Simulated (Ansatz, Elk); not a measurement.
**BiP: X-ray structure factors from the self-consistent density**

The structure of BiP used here is made up (a known structure type with other elements) and was relaxed beforehand with PBE. The aim is the Fourier transform of its all-electron density, F(hkl), set beside the sum over free spherical atoms that refinements use.

Main program and level: Elk 11.2.3 (patched build); DFT, PBE, all-electron APW+lo, Dirac cores, scalar-relativistic bands, static density, no spin.

The structure was built from a prototype and need not be the compound's stable phase.

## Step 1: The structure

The structure is cubic, space group Fm-3m (No. 225). The conventional cell has a = 5.850 Å, b = 5.850 Å, c = 5.850 Å, α = 90.00°, β = 90.00°, γ = 90.00°. Bi has 6 P at 2.92 Å nearest. P has 6 Bi at 2.92 Å nearest. Farther neighbours are not listed.

## Step 2: Ground state and structure factors

An all-electron density is needed, since X-rays see the cores too. Task 0 finds the density and task 195 Fourier-transforms it; tshift is off so that phases refer to the origin typed.

elk.in

```
tasks
  0
  195

xctype
  20

spinpol
  .false.

rgkmax
  7.0

gmaxvr
  14.0

lmaxo
  7

lmaxapw
  8

swidth
  0.002

tshift
  .false.

ramdisk
  .false.

hmaxvr
  5.5

maxscl
  120

epspot
  1e-06

sppath
  './'

avec
  -0.00000000000 5.52738587955 5.52738587955
  5.52738587955 0.00000000000 5.52738587955
  5.52738587955 5.52738587955 -0.00000000000

atoms
  2
  'Bi.in'
  1
  0.5000000000 0.5000000000 0.5000000000   0.000000 0.000000 0.000000
  'P.in'
  1
  -0.0000000000 0.0000000000 0.0000000000   0.000000 0.000000 0.000000

ngridk
  7 7 7
```

Run with:

```bash
$ OMP_NUM_THREADS=4 elk
```

Numbers of over 12 decimals in the logs are rounded to 6 here.

Output:

```text
┌─────────────────────────┐
│ Elk code version 11.2.3 │
└─────────────────────────┘

All units are atomic (Hartree, Bohr, etc.)

┌─────────────────────────────────────────────────┐
│ Ground-state run starting from atomic densities │
└─────────────────────────────────────────────────┘

Lattice vectors :
  -0.000000000       5.527385880       5.527385880
   5.527385880       0.000000000       5.527385880
   5.527385880       5.527385880      -0.000000000

Reciprocal lattice vectors :
 -0.5683686144      0.5683686144      0.5683686144
  0.5683686144     -0.5683686144      0.5683686144
  0.5683686144      0.5683686144     -0.5683686144

Unit cell volume      :    337.7453278
Brillouin zone volume :   0.7344297405

Muffin-tin inner radius fraction :   0.1000000000E-01

Nuclei treated as point charges

Species : 1 (Bi)
 parameters loaded from : Bi.in
 name : bismuth
 nuclear charge    :   -83.00000000
 electronic charge :    83.00000000
 atomic mass :    380947.9285
 muffin-tin radius :    2.800000000
 number of radial points in muffin-tin :   1393
 inner part over the whole radius :   0.9976520004E-02
 number on inner part of muffin-tin    :   1001
 approximate nuclear radius :   0.1052171418E-03
 number of mesh points to nuclear radius :    526
 atomic positions (lattice), magnetic fields (Cartesian) :
  1 :   0.50000000  0.50000000  0.50000000    0.00000000  0.00000000  0.00000000

Species : 2 (P)
 parameters loaded from : P.in
 name : phosphorus
 nuclear charge    :   -15.00000000
 electronic charge :    15.00000000
 atomic mass :    56461.71230
 muffin-tin radius :    2.200000000
 number of radial points in muffin-tin :    793
 inner part over the whole radius :   0.9987340520E-02
 number on inner part of muffin-tin    :    554
 approximate nuclear radius :   0.6081821256E-04
 number of mesh points to nuclear radius :    248
 atomic positions (lattice), magnetic fields (Cartesian) :
  1 :   0.00000000  0.00000000  0.00000000    0.00000000  0.00000000  0.00000000

Total number of atoms per unit cell :    2
Total muffin-tin volume :    136.5545607
 ratio of muffin-tin to unit cell volume :   0.4043122123

Spin treatment :
 spin-unpolarised

Number of Bravais lattice symmetries :   48
Number of crystal symmetries         :   48
Crystal has inversion symmetry
Real symmetric eigensolver will be used

k-point grid :      7     7     7
k-point offset :    0.000000000       0.000000000       0.000000000
k-point set is reduced with full crystal symmetry group
Total number of k-points :       20

Muffin-tin radius times maximum |G+k| :    7.000000000
 using average radius
Maximum |G+k| for APW functions       :    2.800000000
Maximum (1/2)|G+k|²                   :    3.920000000
Maximum |G| for potential and density :    14.00000000
Constant for pseudocharge density :   10
 order of it for each species :   17  17
 order of it for pair densities of each species (exact exchange by exxq0 0: 18) :   12   6
Radial integration step length :    1

G-vector grid sizes :     35    35    35
Number of G-vectors :    15593

Maximum angular momentum used for
 APW functions            :    8
 outer part of muffin-tin :    7
 inner part of muffin-tin :    2

Total nuclear charge    :   -98.00000000
Total core charge       :    78.00000000
Total valence charge    :    20.00000000
Total excess charge     :    0.000000000
Total electronic charge :    98.00000000

Effective Wigner radius, rₛ :   0.9370401971

Number of empty states         :      8
Total number of valence states :     19
Total number of core states    :     78

Third-order local-orbitals added for an l without core states : T
Total number of local-orbitals :     20

Exchange-correlation functional :     20     0     0
 Perdew-Burke-Ernzerhof, Phys. Rev. Lett. 77, 3865 (1996)
 gradient requirement :    1
 generalised gradient approximation (GGA)

Smearing type :    3
 Fermi-Dirac
Smearing width :   0.2000000000E-02
Effective electronic temperature (K) :    631.5500496

Mixing type :    3
[...]
exchange                    :     -416.18819943947
 correlation                 :     -5.713646
 electron entropic           :    -0.20087267475428E-05
 total energy                :     -21924.822880518

Density of states at Fermi energy :   0.6238240171E-01
 (states/Hartree/unit cell)

Estimated indirect band gap :   0.2685168386E-01
 from k-point 4 to k-point 4
Estimated direct band gap   :   0.2685168386E-01
 at k-point 4

Charges :
 core                        :    78.00000000
 valence                     :    20.00000000
 interstitial                :    3.693692389
 muffin-tins (core leakage)
  species : 1 (Bi)
   atom 1                    :    80.79768690     (  0.7002124846E-03)
  species : 2 (P)
   atom 1                    :    13.50862071     (  0.3035869428E-03)
 total in muffin-tins        :    94.30630761
 total calculated charge     :    97.99843972
 total charge                :    98.00000000
 error                       :   0.1560279501E-02

RMS change in Kohn-Sham potential (target) :   0.3547119409     (  0.1000000000E-05)
Absolute change in total energy (target)   :   0.6229497554     (  0.1000000000E-03)

[... loops 3 to 14 left out ...]

┌──────────────────┐
│ Loop number : 15 │
└──────────────────┘

Energies :
 Fermi                       :     0.245472
 sum of occupied eigenvalues :     -13563.301161389
 electron kinetic            :      25589.630430054
 core electron kinetic       :      25432.556966041
 Coulomb                     :     -47091.364844147
 Coulomb potential           :     -38601.071035949
 nuclear-nuclear             :     -1597.9589831869
 electron-nuclear            :     -52408.365744680
 Hartree                     :      6914.9598837203
 Madelung                    :     -27790.829326172
 xc potential                :     -551.86055549405
 exchange                    :     -416.19634396562
 correlation                 :     -5.717890
 electron entropic           :    -0.13984947902340E-04
 total energy                :     -21923.648662379

Density of states at Fermi energy :   0.5077922932
 (states/Hartree/unit cell)

Estimated indirect band gap :   0.2096285943E-01
 from k-point 4 to k-point 4
Estimated direct band gap   :   0.2096285943E-01
 at k-point 4

Charges :
 core                        :    78.00000000
 valence                     :    20.00000000
 interstitial                :    3.686839239
 muffin-tins (core leakage)
  species : 1 (Bi)
   atom 1                    :    81.08395416     (  0.6687207313E-03)
  species : 2 (P)
   atom 1                    :    13.22920660     (  0.3065572012E-03)
 total in muffin-tins        :    94.31316076
 total calculated charge     :    97.99853142
 total charge                :    98.00000000
 error                       :   0.1468576678E-02

RMS change in Kohn-Sham potential (target) :   0.4934311941E-07 (  0.1000000000E-05)
Absolute change in total energy (target)   :   0.9473651880E-04 (  0.1000000000E-03)

Convergence targets achieved

┌──────────────────┐
│ Loop number : 16 │
└──────────────────┘

Energies :
 Fermi                       :     0.245472
 sum of occupied eigenvalues :     -13563.301159408
 electron kinetic            :      25589.630430950
 core electron kinetic       :      25432.556966105
 Coulomb                     :     -47091.364842681
 Coulomb potential           :     -38601.071034018
 nuclear-nuclear             :     -1597.9589831869
 electron-nuclear            :     -52408.365743524
 Hartree                     :      6914.9598840307
 Madelung                    :     -27790.829325672
 xc potential                :     -551.86055633993
 exchange                    :     -416.19634395065
 correlation                 :     -5.717890
 electron entropic           :    -0.13984943437707E-04
 total energy                :     -21923.648660003

Density of states at Fermi energy :   0.5077920924
 (states/Hartree/unit cell)

Estimated indirect band gap :   0.2096286145E-01
 from k-point 4 to k-point 4
Estimated direct band gap   :   0.2096286145E-01
 at k-point 4

Charges :
 core                        :    78.00000000
 valence                     :    20.00000000
 interstitial                :    3.686839250
 muffin-tins (core leakage)
  species : 1 (Bi)
   atom 1                    :    81.08395415     (  0.6687207206E-03)
  species : 2 (P)
   atom 1                    :    13.22920660     (  0.3065572104E-03)
 total in muffin-tins        :    94.31316075
 total calculated charge     :    97.99853142
 total charge                :    98.00000000
 error                       :   0.1468576695E-02

┌──────────────────────────────┐
│ Self-consistent loop stopped │
└──────────────────────────────┘

Warning : core states of species 1 leak from the muffin-tin :   0.6687207206E-03

Warning : core states of species 2 leak from the muffin-tin :   0.3065572104E-03

Wrote STATE.OUT
```

Elapsed: 8.1 s, on 4 threads of Intel Xeon Platinum 8488C (Sapphire Rapids), shared host; peak memory 0.17 GiB; 16 s of CPU time.

SFACRHO.OUT:

```text

h k l indices transformed by vhmat matrix:
   1.000000000       0.000000000       0.000000000    
   0.000000000       1.000000000       0.000000000    
   0.000000000       0.000000000       1.000000000    

      h      k      l  multipl.   |H|            Re(F)            Im(F)           |F|

      0      0      0      1   0.0000000       97.999999     -0.21030418E-16   97.999999    
     -1      0      0      8  0.98444332      -62.575132     -0.92753466E-14   62.575132    
     -1      0     -1      6   1.1367372       83.724801      0.17858822E-13   83.724801    
      1      0     -1     12   1.6075892       76.264562     -0.10434566E-13   76.264562    
     -2     -1     -2     24   1.8850654      -54.915929     -0.39205088E-13   54.915929    
      0      2      0      8   1.9688866       71.263446     -0.15546148E-13   71.263446    
     -2      0     -2      6   2.2734745       67.625054      0.29177349E-13   67.625054    
      0     -2      1     24   2.4774614      -49.576756     -0.57900283E-13   49.576756    
     -2      1     -1     24   2.5418217       64.419199     -0.86812307E-13   64.419199    
     -3     -2     -3     24   2.7844262       61.735197      0.53217459E-13   61.735197    
     -3      0      0      8   2.9533300      -45.693037     -0.19337805E-13   45.693037    
      1     -2     -2     24   2.9533300      -45.680873     -0.11322100E-12   45.680873    
     -4     -2     -2     12   3.2151784       57.361143      0.22912106E-12   57.361143    
      1      2     -2     48   3.3625141      -42.726412      0.11562505E-12   42.726412    
     -3     -3     -4     24   3.4102117       55.517493      0.59983294E-13   55.517493    
      3      0      3      6   3.4102117       55.530380     -0.35974816E-13   55.530380    
     -1     -3     -4     24   3.5946787       53.853085      0.46574895E-13   53.853085    
      0     -4     -1     24   3.7270422      -40.391213     -0.28534774E-13   40.391213
```

Elk indexes on the primitive cell of elk.in and gives |H| = 4π sin θ/λ in inverse bohr. Below, one row stands for each form hkl of the conventional cell (m members, Friedel mates merged), F is for one primitive cell and the density is static (no thermal factor). Free-atom factors are Waasmaier and Kirfel's, and R is Σm||F|−|F'||/Σm|F|.

```tsv
hkl	m	sin θ/λ (Å⁻¹)	abs F, DFT	neutral atoms	diff.
111	8	0.148	62.575	62.842	-0.266
200	6	0.171	83.725	83.657	+0.068
220	12	0.242	76.265	76.331	-0.067
311	24	0.283	54.916	54.826	+0.090
222	8	0.296	71.263	71.358	-0.095
400	6	0.342	67.625	67.546	+0.080
331	24	0.373	49.577	49.547	+0.029
420	24	0.382	64.419	64.425	-0.006
422	24	0.419	61.735	61.769	-0.034
333	8	0.444	45.693	45.691	+0.002
511	24	0.444	45.681	45.691	-0.010
440	12	0.483	57.361	57.391	-0.030
531	48	0.506	42.726	42.736	-0.010
442	24	0.513	55.517	55.543	-0.026
600	6	0.513	55.530	55.543	-0.013
620	24	0.541	53.853	53.870	-0.017
533	24	0.560	40.391	40.394	-0.003
622	24	0.567	52.326	52.343	-0.017
444	8	0.592	50.923	50.942	-0.018
711	24	0.610	38.479	38.482	-0.003
551	24	0.610	38.479	38.482	-0.003
640	24	0.616	49.630	49.648	-0.018
```

## Step 3: The highest occupied states alone

An energy window below the Fermi level keeps the highest occupied states, to see at which angles they scatter; shallow core shells can lie inside it and anion s states outside. No new self-consistency is needed.

Changes to elk.in since step 2:

```diff
@@ -1,3 +1,2 @@
 tasks
-  0
   195
@@ -40,2 +39,5 @@
 
+wsfac
+  -0.195520 0.545470
+
 sppath
```

Run with:

```bash
$ OMP_NUM_THREADS=4 elk
```

Output:

```text
┌─────────────────────────────────┐
│ Elk code version 11.2.3 started │
└─────────────────────────────────┘

Info(readinput): the functional depends on the density's gradient
 muffin-tin radial points multiplied by    2.00000
 (not where nrmtscf is given)

┌────────────────────┐
│ Current task : 195 │
└────────────────────┘

Info(sfacrho): density structure factors written to SFACRHO.OUT

 Energy window :  -0.1955200000      0.5454700000

┌──────────────────┐
│ Elk code stopped │
└──────────────────┘
```

Wall time 2.8 s (4 threads); peak memory 0.17 GiB.

States within 12 eV below the Fermi level hold 9.34 electrons; any levels below the window count with the cores, and a count that is not whole means the window cuts a band. Their amplitudes can exceed the total, where window and core parts have opposite phase:

```tsv
hkl	sin θ/λ (Å⁻¹)	abs F, window	abs F, all
111	0.148	1.029	62.575
200	0.171	2.296	83.725
220	0.242	0.369	76.265
311	0.283	0.157	54.916
222	0.296	0.166	71.263
400	0.342	0.109	67.625
331	0.373	0.070	49.577
420	0.382	0.149	64.419
422	0.419	0.104	61.735
333	0.444	0.114	45.693
```

## Step 4: Another functional

The difference from free atoms is small, so it is set against the change that PBEsol makes.

Changes to elk.in since step 3:

```diff
@@ -1,2 +1,3 @@
 tasks
+  0
   195
@@ -4,3 +5,3 @@
 xctype
-  20
+  22
 
@@ -39,5 +40,2 @@
 
-wsfac
-  -0.195520 0.545470
-
 sppath
```

Run with:

```bash
$ OMP_NUM_THREADS=4 elk
```

Output:

```text
┌─────────────────────────┐
│ Elk code version 11.2.3 │
└─────────────────────────┘

All units are atomic (Hartree, Bohr, etc.)

┌─────────────────────────────────────────────────┐
│ Ground-state run starting from atomic densities │
└─────────────────────────────────────────────────┘

Lattice vectors :
  -0.000000000       5.527385880       5.527385880
   5.527385880       0.000000000       5.527385880
   5.527385880       5.527385880      -0.000000000

Reciprocal lattice vectors :
 -0.5683686144      0.5683686144      0.5683686144
[...]
species : 1 (Bi)
   atom 1                    :    81.09645692     (  0.6737687944E-03)
  species : 2 (P)
   atom 1                    :    13.20516040     (  0.3086957014E-03)
 total in muffin-tins        :    94.30161733
 total calculated charge     :    97.99853212
 total charge                :    98.00000000
 error                       :   0.1467877299E-02

┌──────────────────────────────┐
│ Self-consistent loop stopped │
└──────────────────────────────┘

Warning : core states of species 1 leak from the muffin-tin :   0.6737687944E-03

Warning : core states of species 2 leak from the muffin-tin :   0.3086957014E-03

Wrote STATE.OUT
[key lines of the parts left out:]
total energy                :     -21917.353453028
```

Run time: 7.8 s. Hardware: 4 threads; peak memory 0.17 GiB; 16 s of CPU time.

Against the first run R = 0.01 %; the largest change is -0.024 at 200.

## Step 5: A coarser k-mesh

About half the k-points along each axis test the sampling.

Changes to elk.in since step 4:

```diff
@@ -5,3 +5,3 @@
 xctype
-  22
+  20
 
@@ -58,2 +58,2 @@
 ngridk
-  7 7 7
+  4 4 4
```

Run with:

```bash
$ OMP_NUM_THREADS=4 elk
```

Output:

```text
┌─────────────────────────┐
│ Elk code version 11.2.3 │
└─────────────────────────┘

All units are atomic (Hartree, Bohr, etc.)

┌─────────────────────────────────────────────────┐
│ Ground-state run starting from atomic densities │
└─────────────────────────────────────────────────┘

Lattice vectors :
  -0.000000000       5.527385880       5.527385880
   5.527385880       0.000000000       5.527385880
   5.527385880       5.527385880      -0.000000000

Reciprocal lattice vectors :
 -0.5683686144      0.5683686144      0.5683686144
[...]
species : 1 (Bi)
   atom 1                    :    81.08070940     (  0.6681794962E-03)
  species : 2 (P)
   atom 1                    :    13.22791655     (  0.3066199993E-03)
 total in muffin-tins        :    94.30862595
 total calculated charge     :    97.99849483
 total charge                :    98.00000000
 error                       :   0.1505168608E-02

┌──────────────────────────────┐
│ Self-consistent loop stopped │
└──────────────────────────────┘

Warning : core states of species 1 leak from the muffin-tin :   0.6681794962E-03

Warning : core states of species 2 leak from the muffin-tin :   0.3066199993E-03

Wrote STATE.OUT
[key lines of the parts left out:]
total energy                :     -21923.647318608
```

Run time: 6.9 s. Hardware: 4 threads; peak memory 0.17 GiB; 13 s of CPU time.

Against the first run R = 0.00 %; the largest change is -0.006 at 200.

## Step 6: Basis size

A smaller basis shows how fast F responds to it; the change is likely larger than the basis error of the first run, but doesn't show convergence.

Changes to elk.in since step 5:

```diff
@@ -11,3 +11,3 @@
 rgkmax
-  7.0
+  5.5
 
@@ -58,2 +58,2 @@
 ngridk
-  4 4 4
+  7 7 7
```

Run with:

```bash
$ OMP_NUM_THREADS=4 elk
```

Output:

```text
┌─────────────────────────┐
│ Elk code version 11.2.3 │
└─────────────────────────┘

All units are atomic (Hartree, Bohr, etc.)

┌─────────────────────────────────────────────────┐
│ Ground-state run starting from atomic densities │
└─────────────────────────────────────────────────┘

Lattice vectors :
  -0.000000000       5.527385880       5.527385880
   5.527385880       0.000000000       5.527385880
   5.527385880       5.527385880      -0.000000000

Reciprocal lattice vectors :
 -0.5683686144      0.5683686144      0.5683686144
[...]
species : 1 (Bi)
   atom 1                    :    81.06436697     (  0.6713421628E-03)
  species : 2 (P)
   atom 1                    :    13.19192779     (  0.3046631588E-03)
 total in muffin-tins        :    94.25629476
 total calculated charge     :    97.99853064
 total charge                :    98.00000000
 error                       :   0.1469357323E-02

┌──────────────────────────────┐
│ Self-consistent loop stopped │
└──────────────────────────────┘

Warning : core states of species 1 leak from the muffin-tin :   0.6713421628E-03

Warning : core states of species 2 leak from the muffin-tin :   0.3046631588E-03

Wrote STATE.OUT
[key lines of the parts left out:]
total energy                :     -21923.616180247
```

Elapsed: 7.3 s, on 4 threads; peak memory 0.17 GiB.

Against the first run R = 0.01 %; the largest change is +0.025 at 311.

## Step 7: Settings against the effect

```tsv
run	R against the first run (%)	R against neutral atoms, low angle (%)	wall time
PBE, rgkmax 7	0.00	0.16	8.1 s
PBEsol	0.01	0.15	7.8 s
k-mesh 4×4×4	0.00	0.16	6.9 s
rgkmax 5.5	0.01	0.18	7.3 s
```

## Step 8: Results

```json
{"R against neutral atoms, sin θ/λ < 0.3 Å⁻¹": "0.16 %", "R against neutral atoms, 0.3 to 0.82 Å⁻¹": "0.06 %"}
```

**Reading.** Independent neutral atoms miss the calculated amplitudes by R = 0.16 % below 0.3 Å⁻¹ and 0.06 % from there to 0.82 Å⁻¹; by shells, 0.43 % below 0.15 Å⁻¹ (1 form), 0.12 % 0.15 to 0.3 (4 forms), 0.04 % 0.3 to 0.45 (6 forms), 0.06 % above 0.45 (29 forms). Bonding, aspherical density and the tables' own atoms all enter these figures, and the runs don't part them. The largest change of an amplitude is -0.27 electrons, at 111. The window's part falls from 9.3 electrons at the origin to at most 0.15 between 0.45 and 0.82 Å⁻¹. Below 0.3 Å⁻¹ the changes that finished (PBEsol, k-mesh 4×4×4 and rgkmax 5.5) move F by R = 0.02 % at most, against the 0.16 % that separates it from free atoms. Spin-orbit coupling is left out, which can matter for elements this heavy. Part of the difference isn't bonding: the tables are fits to free atoms and ions calculated by other methods than this functional. Thermal motion, anomalous dispersion and extinction are left out.

[Logs are printed without paths, hosts, clocks, repeated set-up lines and the standing remarks that a program may print on its own settings, such as how far it seeks lower states.]

[Hosts, paths, dates, database ids (printed as entryN), source tags and the programs' standing remarks are cut or masked in the printed files.]
